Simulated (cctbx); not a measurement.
**Ca4Al2CdSb6 across an absorption edge**

Space group Pbam (no. 55), a = 11.6840 Å, b = 13.9070 Å, c = 4.4770 Å, α = 90.00°, β = 90.00°, γ = 90.00°.

```
atom  mult.       x       y    z  Ueq (Å²)
 Sb1      4  0.9765  0.0977    0    0.0099
 Sb2      4  0.1630  0.3204  1/2    0.0093
 Sb3      4  0.3472  0.0946    0    0.0083
 Cd1      2       0     1/2  1/2    0.0173
 Ca1      4  0.5911  0.7530  1/2    0.0145
 Ca2      4  0.6785  0.4853  1/2    0.0076
 Al1      4  0.3287  0.7092    0    0.0101
```

The model is made up (kin elements in a known structure type, no relaxation), so it says nothing on whether the phase exists.

Calculated with cctbx: free-atom f′ and f″ from the Sasaki tables, no fine structure; amplitudes in electrons.

| E (eV) | F 1 3 0 | F 1 1 0 | F 2 3 0 | F 0 2 1 |
| --- | --- | --- | --- | --- |
| 26111 | 1.3 | 28.1 | 193.9 | 116.9 |
| 26461 | 2.7 | 26.6 | 193.5 | 118.1 |
| 26591 | 4.0 | 25.3 | 193.3 | 119.2 |
| 26651 | 5.3 | 24.0 | 193.3 | 120.4 |
| 26681 | 6.5 | 22.7 | 193.2 | 121.6 |
| 26696 | 7.7 | 21.5 | 193.2 | 122.8 |
| 26703 | 8.7 | 20.5 | 193.2 | 123.8 |
| 26707 | 9.8 | 19.3 | 193.2 | 125.0 |
| 26715 | 13.0 | 18.7 | 193.1 | 126.7 |
| 26719 | 11.4 | 20.4 | 193.2 | 125.0 |
| 26726 | 10.0 | 22.0 | 193.2 | 123.3 |
| 26741 | 8.8 | 23.5 | 193.2 | 121.8 |
| 26771 | 7.8 | 24.8 | 193.1 | 120.4 |
| 26861 | 6.7 | 26.6 | 193.0 | 118.4 |
| 27111 | 5.8 | 28.6 | 192.7 | 116.2 |

**Question.** Which edge is crossed, and why do the reflections move as they do?

The K edge of Cd. The edge is at 26711 eV. f′ of Cd falls from -4.8 e at 26591 eV to -7.8 e at 4 eV below it, and f″ steps from 0.56 to 3.60 e across it. Over that approach |F| changes by +145 % (1 3 0), -24 % (1 1 0), -0 % (2 3 0) and +5 % (0 2 1): a reflection falls where Cd scatters in phase with the total and rises where it scatters against it; it hardly moves where the Cd term is small or cancels by symmetry. Above the edge the larger f″ enters the imaginary part, where it can add to or cancel the other atoms' f″. The structure is centrosymmetric, so Friedel mates stay equal.

[Logs are printed without paths, hosts, clocks, repeated set-up lines and the standing remarks that a program may print on its own settings, such as how far it seeks lower states.]
